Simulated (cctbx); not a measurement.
## Lattice, Laue class and space group of a new crystal

Cell: a = 8.2250 Å, b = 8.2250 Å, c = 5.4710 Å, α = 90.00°, β = 90.00°, γ = 120.00°. Expected content of the cell: Ta6 Sn4 Zr6.

The data are simulated with cctbx, not measured: Mo Kα, λ = 0.71073 Å, to d = 0.7 Å, 70 % of the full sphere, strongest reflection 20000 counts, noise from counting, a 6 % proportional error and a noise floor of 8 counts (s.d.); no absorption, some extinction.

Tests on the unmerged data give:

```text
2737 reflections to d = 0.701 A
centring   violations  <I/sigma> of those
    A       1034 of  1368     10.2
    B       1042 of  1387     10.1
    C       1112 of  1365     10.9
    I       1025 of  1373     10.1
    R       1431 of  1816     10.5
    F       1594 of  2060     10.4
Laue class    unique    Rint  (classes that these axes allow; Friedel mates merged)
P -1             1784   0.038
P 1 1 2/m        1043   0.044
P -3              654   0.047
P -3 1 m          367   0.050
P -3 m 1          391   0.050
P 6/m             362   0.050
P 6/m m m         233   0.052
space group    extra absences  I>4sigma  <I/sigma>
P 6 2 2                 0          0         -  acentric
P 63 2 2                7          0       0.5  acentric
P 6 m m                 0          0         -  acentric
P 63 c m              257          0       0.0  acentric
P -6 m 2                0          0         -  acentric
P -6 c 2              257          0       0.0  acentric
P -6 2 m                0          0         -  acentric
P 6/m m m               0          0         -  centric
P 63/m c m            257          0       0.0  centric
Wilson B = 0.55 A^2   <|E^2-1|> = 0.742 (0.968 centric, 0.736 acentric)   E^2>4: 0.9 %
shell (A)         n   <I/sigma>
 7.12 - 1.40     38     26.2
 1.40 - 1.11     32     36.5
 1.11 - 0.97     29     31.9
 0.97 - 0.88     31     37.8
 0.88 - 0.82     23     37.7
 0.82 - 0.77     27     31.8
 0.77 - 0.73     30     30.8
 0.73 - 0.70     23     31.4
```

**Question.** What are the lattice type, the Laue class and the likely space group?

Every centring test has many violations, so the lattice is primitive.

Rint stays low (0.038 to 0.052) up to P 6/m m m, the highest class in these axes.

9 settings pass the absence test. The most absences obeyed, 257, belong to P 63 c m, P -6 c 2 and P 63/m c m, which absences can't tell apart.

⟨|E²−1|⟩ = 0.742 leans to a non-centrosymmetric structure. Here that hint misleads: the statistic assumes many like atoms on general positions, and few, heavy or special-position atoms break it. The Wilson B of 0.55 Å² means U ≈ 0.0070 Å².

The true group is P6_3/mcm (no. 193), Laue class 6/mmm, centrosymmetric. The tables only narrow the choice to the tied entries; cell content, site symmetry and trial solutions must settle it.

This is a model crystal, built by substitution and not relaxed, with assumed displacement parameters.

[Logs are printed without paths, hosts, clocks, repeated set-up lines and the standing remarks that a program may print on its own settings, such as how far it seeks lower states.]
